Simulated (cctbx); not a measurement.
# A disordered crystal of nominal FeAg2Br4

Cell a = 14.8940 Å, b = 7.0150 Å, c = 6.9130 Å, α = 90.00°, β = 90.00°, γ = 90.00°; space group Cmce (no. 64); nominal formula FeAg2Br4.

Simulated single-crystal data (cctbx): synchrotron X-rays, λ = 0.7749 Å, to d = 0.7 Å, 95 % of the full sphere, strongest reflection 5000 counts, noise from counting, a 4 % proportional error and a noise floor of 8 counts (s.d.); no absorption.

With every site full:

```text
Rint 0.092, 568 unique reflections to 0.70 A
cycle     R1     wR2    GooF  max shift (A)
   1  0.0973  0.1948   2.976   0.00400
   2  0.0488  0.1057   1.615   0.00001
final R1 0.0488 wR2 0.1057 GooF 1.615  parameters 20  data/parameter 28.4
atom        x        y        z      Ueq    occ   su(xyz)  su(Uiso or U11)
Ag1    0.14446  0.50000  0.00000   0.0182  1.000  0.00009  0.0005
Br1    0.34823  0.50000  0.00000   0.0201  1.000  0.00012  0.0007
Br2    0.50000  0.26477  0.77440   0.0189  1.000  0.00029  0.0007
Fe2    0.50000  0.50000  0.00000   0.0029  1.000  0.00000  0.0010
difference map: max 5.73 min -2.53 rms 0.73
Q1    0.0000  0.0402  0.9611    8    5.95  0.39 A from Fe2
Q2    0.0000  0.0000  0.5000    4    2.72  2.15 A from Ag1
Q3    0.0332  0.1863  0.2266   16    2.66  0.60 A from Br2
Q4    0.2161  0.0786  0.0504   16    2.43  1.16 A from Br1
Q5    0.0000  0.2157  0.7781    8    2.34  0.50 A from Br2
Q6    0.0000  0.1123  0.6793    8    2.25  1.12 A from Br2
```

With the occupancies of the suspect sites free, each still typed as its main element:

```text
Rint 0.092, 568 unique reflections to 0.70 A
cycle     R1     wR2    GooF  max shift (A)
   1  0.1113  0.2230   3.413   0.00108
  14  0.0309  0.0631   0.966   0.00001
final R1 0.0309 wR2 0.0631 GooF 0.965  parameters 22  data/parameter 25.8
atom        x        y        z      Ueq    occ   su(xyz)  su(Uiso or U11)
Ag1    0.14456  0.50000  0.00000   0.0156  0.922  0.00005  0.0003
Br1    0.34844  0.50000  0.00000   0.0208  1.000  0.00007  0.0004
Br2    0.50000  0.26481  0.77437   0.0204  1.000  0.00017  0.0005
Fe2    0.50000  0.50000  0.00000   0.0131  1.242  0.00000  0.0007
su of occupancy Ag1: 0.005
su of occupancy Fe2: 0.010
difference map: max 2.37 min -2.09 rms 0.57
Q1    0.0000  0.0673  0.5257    8    2.38  1.96 A from Br2
Q2    0.0000  0.1290  0.6846    8    2.32  0.99 A from Br2
Q3    0.2159  0.0787  0.0502   16    2.07  1.16 A from Br1
Q4    0.0586  0.0844  0.2995   16    1.92  1.46 A from Br2
Q5    0.1004  0.1736  0.8661   16    1.86  1.71 A from Br1
Q6    0.0000  0.1232  0.2513    8    1.85  0.81 A from Br2
```

**Question.** What is the disorder?

X-rays count electrons. Ag1 refines to 0.922(0.005), or 43.3 electrons; the site truly holds 0.85 Ag and 0.15 Fe, 43.8 electrons, which is 0.933 of Ag; Fe2 refines to 1.242(0.010), or 32.3 electrons; the site truly holds 0.7 Fe and 0.3 Ag, 32.3 electrons, which is 1.242 of Fe. A value under 1 can't tell vacancies from a lighter guest, and one over 1 needs a heavier guest; chemistry or a second radiation must settle which. Occupancy correlates with U and the scale, and the two elements' form factors differ in shape, so the match is approximate.

Freeing them takes R1 from 0.0488 to 0.0309 and GooF from 1.61 to 0.96.

The model is made up (kin elements in a known structure type, no relaxation), so it says nothing on whether the phase exists.

[Middle refinement cycles are left out of these outputs.]

[Logs are printed without paths, hosts, clocks, repeated set-up lines and the standing remarks that a program may print on its own settings, such as how far it seeks lower states.]
